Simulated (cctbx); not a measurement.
# Which space group?

Cell: a = 4.2360 Å, b = 16.4260 Å, c = 4.4180 Å, α = 90.00°, β = 90.00°, γ = 90.00°. Expected content of the cell: Sm4 Pd4 Ge4 Si4.

The data are simulated with cctbx, not measured: Mo Kα, λ = 0.71073 Å, to d = 0.77 Å, 80 % of the full sphere, strongest reflection 40000 counts, noise from counting, a 3 % proportional error and a noise floor of 2 counts (s.d.); no absorption.

Tests on the unmerged data give:

```text
2253 reflections to d = 0.770 A
centring   violations  <I/sigma> of those
    A        475 of  1129      8.2
    B        475 of  1143      8.1
    C          0 of  1134      0.0
    I        538 of  1111     10.6
    R        638 of  1502      8.6
    F        475 of  1703      5.4
Laue class    unique    Rint  (classes that these axes allow; Friedel mates merged)
C 1 2/m 1         367   0.024
C 2/m 1 1         397   0.023
C m m m           231   0.025
space group    extra absences  I>4sigma  <I/sigma>
C 2 2 21                4          0       0.2  acentric
C 2 2 2                 0          0         -  acentric
C m m 2                 0          0         -  acentric
C m c 21               19          0       0.0  acentric
C 2 m m                 0          0         -  acentric
C m 2 m                 0          0         -  acentric
C 2 c m                19          0       0.0  acentric
C m c m                19          0       0.0  centric
C m m m                 0          0         -  centric
Wilson B = 1.43 A^2   <|E^2-1|> = 0.985 (0.968 centric, 0.736 acentric)   E^2>4: 1.3 %
shell (A)         n   <I/sigma>
 8.21 - 1.54     34     32.8
 1.54 - 1.23     30     41.4
 1.23 - 1.07     27     32.0
 1.07 - 0.97     31     37.8
 0.97 - 0.91     29     33.0
 0.91 - 0.85     24     24.7
 0.85 - 0.81     30     34.4
 0.81 - 0.77     26     35.9
```

**Question.** What are the lattice type, the Laue class and the likely space group?

The reflections that C centring forbids are absent (⟨I/σ⟩ near 0), so the lattice is C.

Rint stays low (0.023 to 0.025) up to C m m m, the highest class in these axes.

9 settings pass the absence test. The most absences obeyed, 19, belong to C m c 21, C 2 c m and C m c m, which absences can't tell apart.

⟨|E²−1|⟩ = 0.985 leans to a centrosymmetric structure. The Wilson B of 1.43 Å² means U ≈ 0.0181 Å².

The true group is Cmcm (no. 63), Laue class mmm, centrosymmetric. The tables only narrow the choice to the tied entries; cell content, site symmetry and trial solutions must settle it.

The model was made for the exercise: a known structure type with other elements put in, its volume estimated, not relaxed; displacement parameters are assumed.

[Logs are printed without paths, hosts, clocks, repeated set-up lines and the standing remarks that a program may print on its own settings, such as how far it seeks lower states.]
